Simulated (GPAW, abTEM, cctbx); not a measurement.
# FeBi3: the scripts behind a bonding study

Short scripts, each with its output. The start was made by putting kin elements into a known structure type; the compound need not exist, or be stable, in this form.

## 1. Relax the structure

```text
cell
1.0
     3.058000000    0.000000000    0.000000000
    -1.529000000    2.648305685    0.000000000
     0.000000000    0.000000000   10.994000000
Bi Fe
3 1
Direct
0.000000000 0.000000000 0.247600000
0.000000000 0.000000000 0.752400000
0.666666667 0.333333333 0.000000000
0.666666667 0.333333333 0.500000000
```

```python
from ase.constraints import FixSymmetry
from ase.filters import FrechetCellFilter
from ase.io import read, write
from ase.optimize import BFGS
from ase.parallel import parprint
from gpaw import GPAW, PW, FermiDirac

atoms = read("start.vasp")
atoms.set_initial_magnetic_moments([0, 0, 0, 3])
atoms.set_constraint(FixSymmetry(atoms))
atoms.calc = GPAW(mode=PW(570), xc="PBE", kpts={"size": (7, 7, 2), "gamma": True},
                 occupations=FermiDirac(0.1), maxiter=120, symmetry={"tolerance": 1e-5}, txt="relax.txt")
BFGS(FrechetCellFilter(atoms), maxstep=0.15).run(fmax=0.03, steps=40)
parprint("cell  %.4f %.4f %.4f  %.2f %.2f %.2f" % tuple(atoms.cell.cellpar()))
parprint("volume %.3f A^3, largest force %.3f eV/A, largest stress %.2f GPa" % (atoms.get_volume(), abs(atoms.get_forces()).max(), 160.218 * abs(atoms.get_stress()).max()))
atoms.set_constraint()
write("relaxed.vasp", atoms, direct=True)
```

```console
$ OMP_NUM_THREADS=1 mpirun -n 4 gpaw python run.py > gpaw.log
```

```text
      Step        Energy          fmax
BFGS:    0      -18.683535        4.078971
BFGS:    1      -19.262699        3.298130
BFGS:    2      -20.283102        1.624178
BFGS:    3      -20.778814        0.998327
BFGS:    4      -20.922279        1.078876
BFGS:    5      -21.018745        1.254635
BFGS:    6      -21.192288        1.346635
BFGS:    7      -21.353935        1.140263
BFGS:    8      -21.483313        0.874298
BFGS:    9      -21.582181        0.604628
BFGS:   10      -21.693527        0.057648
BFGS:   11      -21.695135        0.035250
BFGS:   12      -21.695323        0.027514
cell  3.4862 3.4862 10.3334  90.00 90.00 120.00
volume 108.761 A^3, largest force 0.015 eV/A, largest stress 0.16 GPa
```

Time: 8.3 min on 4 cores of Arm Neoverse V1 (shared host), peak memory 1.4 GiB.

## 2. Build the all-electron density and subtract free atoms

```text
cell
1.0
     3.486180410    0.000000000    0.000000000
    -1.743090200    3.019120790    0.000000000
     0.000000000    0.000000000   10.333375960
Bi Fe
3 1
Direct
0.000000000 0.000000000 0.313943200
0.000000000 0.000000000 0.686056800
0.666666670 0.333333330 0.000000000
0.666666670 0.333333330 0.500000000
```

```python
import numpy as np
from ase.io import read
from ase.units import Bohr
from gpaw import GPAW, PW, FermiDirac
from gpaw.calculator import GPAW as OldGPAW
from gpaw.mpi import serial_comm, world
from scipy.special import erfc
from scipy.spatial import cKDTree

atoms = read("cell.vasp")
atoms.set_initial_magnetic_moments([0, 0, 0, 3])
atoms.calc = GPAW(mode=PW(450), xc="PBE", kpts={"size": (8, 8, 3), "gamma": True},
                 occupations=FermiDirac(0.1), maxiter=120, symmetry={"tolerance": 1e-5}, txt="scf.txt")
atoms.get_potential_energy()
rho = atoms.calc.get_all_electron_density(gridrefinement=2)
moments = atoms.get_magnetic_moments() if atoms.calc.get_number_of_spins() == 2 else np.zeros(len(atoms))
total = atoms.get_magnetic_moment() if moments.any() else 0.0
if world.rank == 0:
    free = OldGPAW(mode=PW(450), xc="PBE", txt=None, communicator=serial_comm)
    neutral = atoms.copy()
    neutral.set_initial_magnetic_moments(None)
    free.initialize(neutral)
    free.set_positions(neutral)
    drho = rho - free.get_all_electron_density(gridrefinement=2)
    # GPAW starts from confined atoms: exchange their smooth part for that of the datasets' free atoms
    h = np.stack(np.meshgrid(*[np.fft.fftfreq(n, 1 / n) for n in drho.shape], indexing="ij"), -1)
    gabs = np.linalg.norm(h @ atoms.cell.reciprocal(), axis=-1)
    tails = np.fft.fftn(free.get_pseudo_density(gridrefinement=2))
    g, form, v0 = np.linspace(0, gabs.max(), 1500), {}, 0
    for e in set(atoms.symbols):
        idx = atoms.symbols.search(e)
        d = free.setups[idx[0]].data
        r, w = d.rgd.r_g * Bohr, d.rgd.r_g**2 * d.rgd.dr_g
        j0 = np.sinc(2 * g[:, None] * r)
        smooth = sum(f * p**2 for f, p in zip(d.f_j, d.phit_jg)) + np.sqrt(4 * np.pi) * d.nct_g
        full = sum(f * p**2 for f, p in zip(d.f_j, d.phi_jg)) + np.sqrt(4 * np.pi) * d.nc_g
        phase = sum(np.exp(-2j * np.pi * h @ s) for s in atoms.get_scaled_positions()[idx])
        tails -= np.interp(gabs, g, j0 @ (smooth * w)) * phase * drho.size / atoms.get_volume()
        form[e] = j0 @ (full * w)
        v0 += 2 * np.pi / 3 * 14.3996 * (full * w * r**2).sum() * len(idx)  # V A^3
    tails *= 0.5 * erfc((gabs - 1.8) / 0.25)  # the tails differ at long wavelengths alone
    drho += np.fft.ifftn(tails).real  # crystal minus superposed spherical free atoms
    np.save("drho.npy", drho)
    dv = atoms.get_volume() / drho.size
    print("grid", drho.shape, " electrons %.3f" % (rho.sum() * dv), " moved by bonding %.3f e" % (abs(drho).sum() * dv / 2))
    pts = np.indices(drho.shape).reshape(3, -1).T / drho.shape @ atoms.cell
    shifts = (np.indices((3, 3, 3)).reshape(3, -1).T - 1) @ atoms.cell
    images = (atoms.positions[None] + shifts[:, None]).reshape(-1, 3)
    dist, idx = cKDTree(images).query(pts, k=4)
    out = drho.ravel()[dist[:, 0] > 0.5]
    print("deformation density beyond 0.5 A of the nuclei: max %.3f, min %.3f e/A^3" % (out.max(), out.min()))
    tie = dist < dist[:, :1] + 1e-4
    q = -np.bincount((idx % len(atoms))[tie], (drho.ravel()[:, None] / tie.sum(1, keepdims=True) * tie)[tie], len(atoms)) * dv
    print("atom        x       y       z   Voronoi charge  moment")
    for a, s, c, m in zip(atoms, atoms.get_scaled_positions(), q, moments):
        print("%-2s%-3d %7.4f %7.4f %7.4f %10.3f %10.2f" % (a.symbol, a.index + 1, *s, c, m))
    np.savez("free.npz", g=g, **form)
    print("mean inner potential of superposed free atoms %.3f V" % (v0 / atoms.get_volume()))
    print("total magnetic moment %.3f muB" % total)
```

```console
$ OMP_NUM_THREADS=1 mpirun -n 4 gpaw python run.py > gpaw.log
```

```text
grid (36, 36, 108)  electrons 275.000  moved by bonding 0.560 e
deformation density beyond 0.5 A of the nuclei: max 0.177, min -0.057 e/A^3
atom        x       y       z   Voronoi charge  moment
Bi1    0.0000  0.0000  0.3139      0.105      -0.06
Bi2    0.0000  0.0000  0.6861      0.105      -0.06
Bi3    0.6667  0.3333  0.0000      0.017      -0.01
Fe4    0.6667  0.3333  0.5000     -0.228       2.12
mean inner potential of superposed free atoms 20.700 V
total magnetic moment 1.899 muB
```

Time: 37 s.

## 3. Fourier-transform the difference

```python
from cctbx import adptbx, crystal, miller, xray
from cctbx.eltbx import tiny_pse
import numpy as np

cs = crystal.symmetry(unit_cell=(3.4862, 3.4862, 10.3334, 90, 90, 120), space_group_symbol='Hall: P -6 2')  # P-6m2
atoms = [  # label, site, U (iso, or U11 U22 U33 U12 U13 U23 in A^2), occupancy
    ("Bi1", (0, 0, 0.31394), 0.0000, 1),
    ("Bi2", (2/3, 1/3, 0), 0.0000, 1),
    ("Fe1", (2/3, 1/3, 0.5), 0.0000, 1),
]
xs = xray.structure(crystal_symmetry=cs)
for label, site, u, occ in atoms:
    u = adptbx.u_cif_as_u_star(cs.unit_cell(), u) if isinstance(u, tuple) else u
    xs.add_scatterer(xray.scatterer(label, site=site, u=u, occupancy=occ))
xs.scattering_type_registry(table="wk1995")
drho = np.load("drho.npy")
T = np.array([[1, 0, 0], [0, 1, 0], [0, 0, 1]])  # conventional axes in terms of the primitive ones
dF = np.fft.ifftn(drho) * 108.76085  # electrons a conventional cell, indexed by primitive hkl
ms = miller.build_set(cs, anomalous_flag=False, d_min=0.9).sort("resolution")
iam = ms.structure_factors_from_scatterers(xs, algorithm="direct").f_calc()
p1 = xs.expand_to_p1()
z = np.array([tiny_pse.table(sc.scattering_type).atomic_number() for sc in p1.scatterers()])
x = np.array(p1.sites_frac())
free = np.load("free.npz")
print("static structure factors of the conventional cell: F in electrons, V (Mott-Bethe) in volts")
print("   h  k  l      d  |F| table  |F| free   |F| DFT   change   |V| free  |V| DFT  change %")
for h, d, table in list(zip(ms.indices(), ms.d_spacings().data(), iam.data()))[:16]:
    df = dF[tuple(np.rint(np.linalg.solve(T, h)).astype(int))]
    phase = np.exp(2j * np.pi * x @ h)
    f = sum(np.interp(1 / d, free["g"], free[sc.scattering_type]) * p for sc, p in zip(p1.scatterers(), phase))
    fz = (z * phase).sum()
    c = 14.3996 * d * d / (np.pi * cs.unit_cell().volume())
    v0, v1 = abs(fz - f) * c, abs(fz - f - df) * c
    print("%4d%3d%3d %7.4f %9.3f %9.3f %9.3f %8.3f %9.3f %8.3f %8s" % (h + (d, abs(table), abs(f), abs(f + df), abs(f + df) - abs(f), v0, v1, "%.1f" % (100 * (v1 / v0 - 1)) if v0 > 0.02 else "-")))
```

```console
$ python run.py
```

```text
static structure factors of the conventional cell: F in electrons, V (Mott-Bethe) in volts
   h  k  l      d  |F| table  |F| free   |F| DFT   change   |V| free  |V| DFT  change %
   0  0  1 10.3334     7.525     7.551     7.659    0.109     1.620    1.131    -30.2
   0  0  2  5.1667     6.763     6.711     6.493   -0.218     0.533    0.289    -45.9
   0  0  3  3.4445   192.420   192.306   192.066   -0.241     9.862    9.983      1.2
   1  0  0  3.0191   128.309   128.240   128.296    0.056     6.890    6.862     -0.4
   1  0  1  2.8980    93.695    93.682    93.472   -0.209     4.251    4.321      1.7
   1  0  2  2.6067   164.255   164.129   164.171    0.042     8.622    8.610     -0.1
   0  0  4  2.5833    85.890    85.787    85.747   -0.039     4.839    4.851      0.2
   1  0  3  2.2704   111.897   111.847   111.759   -0.088     5.234    5.253      0.4
   0  0  5  2.0667    72.850    72.729    72.541   -0.189     3.709    3.743      0.9
   1  0  4  1.9629    86.521    86.401    86.330   -0.071     4.177    4.188      0.3
   1  1  0  1.7431   207.341   207.223   207.335    0.111     8.679    8.664     -0.2
   0  0  6  1.7222   174.184   174.073   173.977   -0.096     7.313    7.325      0.2
   1  1  1  1.7188     3.279     3.192     3.204    0.013     0.588    0.586     -0.3
   1  0  5  1.7054   142.620   142.663   142.697    0.033     5.260    5.256     -0.1
   1  1  2  1.6516     7.509     7.588     7.552   -0.036     0.155    0.151     -2.7
   1  1  3  1.5553   158.480   158.525   158.506   -0.019     5.454    5.456      0.0
```

Time: 0.3 s on 1 core of Arm Neoverse V1 (shared host), peak memory 0.08 GiB.

## 4. Rock the beam across one reflection

```python
import abtem
import numpy as np
from ase.build import make_supercell
from ase.io import read

abtem.config.set({"dask.lazy": False, "fft": "fftw", "diagnostics.progress_bar": False})
M = [[-1, -2, 0], [0, 0, -1], [1, 0, 0]]  # rows: x, y and beam direction in the primitive cell's axes
unit = make_supercell(read("cell.vasp"), M)
unit.set_cell(list(unit.cell.lengths()) + [90, 90, 90], scale_atoms=True)
unit.positions[:, 2] += 0.8715  # keeps atomic planes off the slice boundaries
unit.wrap()
slab = unit * (1, 1, 144)
print(slab.get_chemical_formula(), "| box %.2f x %.2f x %.2f A" % tuple(slab.cell.lengths()))

# change of the potential by bonding, from the DFT deformation density (Poisson's equation term by term)
drho = np.load("drho.npy")
prim = read("cell.vasp")
h = np.stack(np.meshgrid(*[np.fft.fftfreq(n, 1 / n) for n in drho.shape], indexing="ij"), -1).reshape(-1, 3).astype(int)
g2 = ((h @ prim.cell.reciprocal()) ** 2).sum(1)
keep = (g2 > 0) & (g2 < 2.5**2)
shape = (135, 230, 22)
vg = np.zeros(shape, complex)
hm = h[keep] @ np.array(M).T
move = np.exp(-2j * np.pi * hm[:, 2] * (0.8715 / unit.cell[2, 2] - 0.5 / shape[2]))  # the same shift, sampled at mid-points
vg[tuple(hm.T % np.array(shape)[:, None])] = -14.3996 / np.pi * (np.fft.fftn(drho).ravel() / drho.size)[keep] / g2[keep] * move
dV = np.fft.ifftn(vg).real * vg.size
dV = dV.reshape(135, 230, 2, 11).mean(3) * unit.cell[2, 2] / 2  # V A, projected in each slice
dV = np.tile(dV.transpose(2, 0, 1), (144, 1, 1))


def build(atoms):
    p = abtem.Potential(atoms, gpts=(135, 230), slice_thickness=[slab.cell[2, 2] / 288] * 288,
                        parametrization="lobato", projection="infinite", exit_planes=72).build()
    p.array[:] += BONDING * dV
    return p


def potentials():
    yield build(slab)  # atoms at rest


for label, BONDING in (("IAM", 0.0), ("DFT", 1.0)):
    print("=====", label)
    potential = build(slab)
    print("grid", potential.gpts, "slices", potential.num_slices)
    thickness = potential.exit_thicknesses
    h = np.array(M) @ np.linalg.solve(np.array([[1, 0, 0], [0, 1, 0], [0, 0, 1]]), [0, 0, 3])
    ix, iy = round(h[0]) * 1, round(h[1]) * 1
    gxy = h[:2] / unit.cell.lengths()[:2]
    along = gxy / np.hypot(*gxy)
    across = np.array([-along[1], along[0]])
    bragg = 500 * abtem.PlaneWave(energy=200000).wavelength * np.hypot(*gxy)
    print("Bragg angle %.3f mrad; beam tilted 46 mrad off the zone axis across the row" % bragg)
    print("dark-field intensity of 0 0 3 against tilt along the row, in Bragg angles")
    print("  t (A)" + "".join("%8.2f" % s for s in [0.2, 0.4, 0.6, 0.8, 1.0, 1.2, 1.4, 1.6, 1.8, 2.0, 2.2, 2.4, 2.6]))
    rows = []
    row = [(n * ix, n * iy) for n in range(-8, 9)]
    for s in [0.2, 0.4, 0.6, 0.8, 1.0, 1.2, 1.4, 1.6, 1.8, 2.0, 2.2, 2.4, 2.6]:
        tilt = -s * bragg * along + 46 * across
        dp = abtem.PlaneWave(energy=200000, tilt=tuple(tilt)).multislice(potential).diffraction_patterns(max_angle="valid").array
        rows.append(dp[:, dp.shape[1] // 2 + ix, dp.shape[2] // 2 + iy])
        if s == 1.0:
            cx, cy = dp.shape[1] // 2, dp.shape[2] // 2
            share = sum(dp[:, cx + i, cy + j] for i, j in row if abs(i) < cx and abs(j) < cy) / dp.sum(axis=(1, 2))
            total = dp.sum(axis=(1, 2))
    for t, a in list(zip(thickness, np.array(rows).T))[1:]:
        print("%7.1f" % t + "".join("%8.4f" % v for v in a))
    print("at the Bragg tilt, share in the row:", share[1:].round(3).tolist(), "total:", total[1:].round(3).tolist())
```

```console
$ python run.py
```

```text
Bi864Fe288 | box 6.04 x 10.33 x 502.01 A
===== IAM
grid (135, 230) slices 288
Bragg angle 3.641 mrad; beam tilted 46 mrad off the zone axis across the row
dark-field intensity of 0 0 3 against tilt along the row, in Bragg angles
  t (A)    0.20    0.40    0.60    0.80    1.00    1.20    1.40    1.60    1.80    2.00    2.20    2.40    2.60
  125.5  0.1452  0.1545  0.1618  0.1649  0.1653  0.1641  0.1602  0.1528  0.1436  0.1325  0.1187  0.1055  0.0939
  251.0  0.0007  0.0138  0.0501  0.0763  0.0843  0.0775  0.0518  0.0198  0.0039  0.0036  0.0119  0.0207  0.0318
  376.5  0.0528  0.0179  0.0041  0.0138  0.0406  0.0158  0.0129  0.0244  0.0333  0.0419  0.0342  0.0466  0.0834
  502.0  0.0228  0.0234  0.0477  0.0837  0.0722  0.1075  0.0817  0.0543  0.0359  0.0302  0.0828  0.0562  0.0443
at the Bragg tilt, share in the row: [0.4359999895095825, 0.2639999985694885, 0.19900000095367432, 0.2529999911785126] total: [0.9900000095367432, 0.984000027179718, 0.9700000286102295, 0.9580000042915344]
===== DFT
grid (135, 230) slices 288
Bragg angle 3.641 mrad; beam tilted 46 mrad off the zone axis across the row
dark-field intensity of 0 0 3 against tilt along the row, in Bragg angles
  t (A)    0.20    0.40    0.60    0.80    1.00    1.20    1.40    1.60    1.80    2.00    2.20    2.40    2.60
  125.5  0.1587  0.1688  0.1767  0.1799  0.1801  0.1787  0.1743  0.1662  0.1562  0.1440  0.1290  0.1146  0.1021
  251.0  0.0021  0.0253  0.0743  0.1100  0.1211  0.1112  0.0764  0.0332  0.0086  0.0028  0.0081  0.0156  0.0264
  376.5  0.0435  0.0154  0.0004  0.0047  0.0334  0.0201  0.0224  0.0292  0.0267  0.0290  0.0234  0.0396  0.0814
  502.0  0.0155  0.0091  0.0192  0.0494  0.0535  0.0842  0.0580  0.0287  0.0207  0.0253  0.0904  0.0707  0.0580
at the Bragg tilt, share in the row: [0.46000000834465027, 0.31200000643730164, 0.2160000056028366, 0.210999995470047] total: [0.9900000095367432, 0.984000027179718, 0.9700000286102295, 0.9570000171661377]
```

Time: 27 s.

[Outputs are excerpts: Python notices, other lines and further rows are left out; steps that failed or that the build refused (PBEsol, TPSS) are not shown.]

[Logs are printed without paths, hosts, clocks, repeated set-up lines and the standing remarks that a program may print on its own settings, such as how far it seeks lower states.]
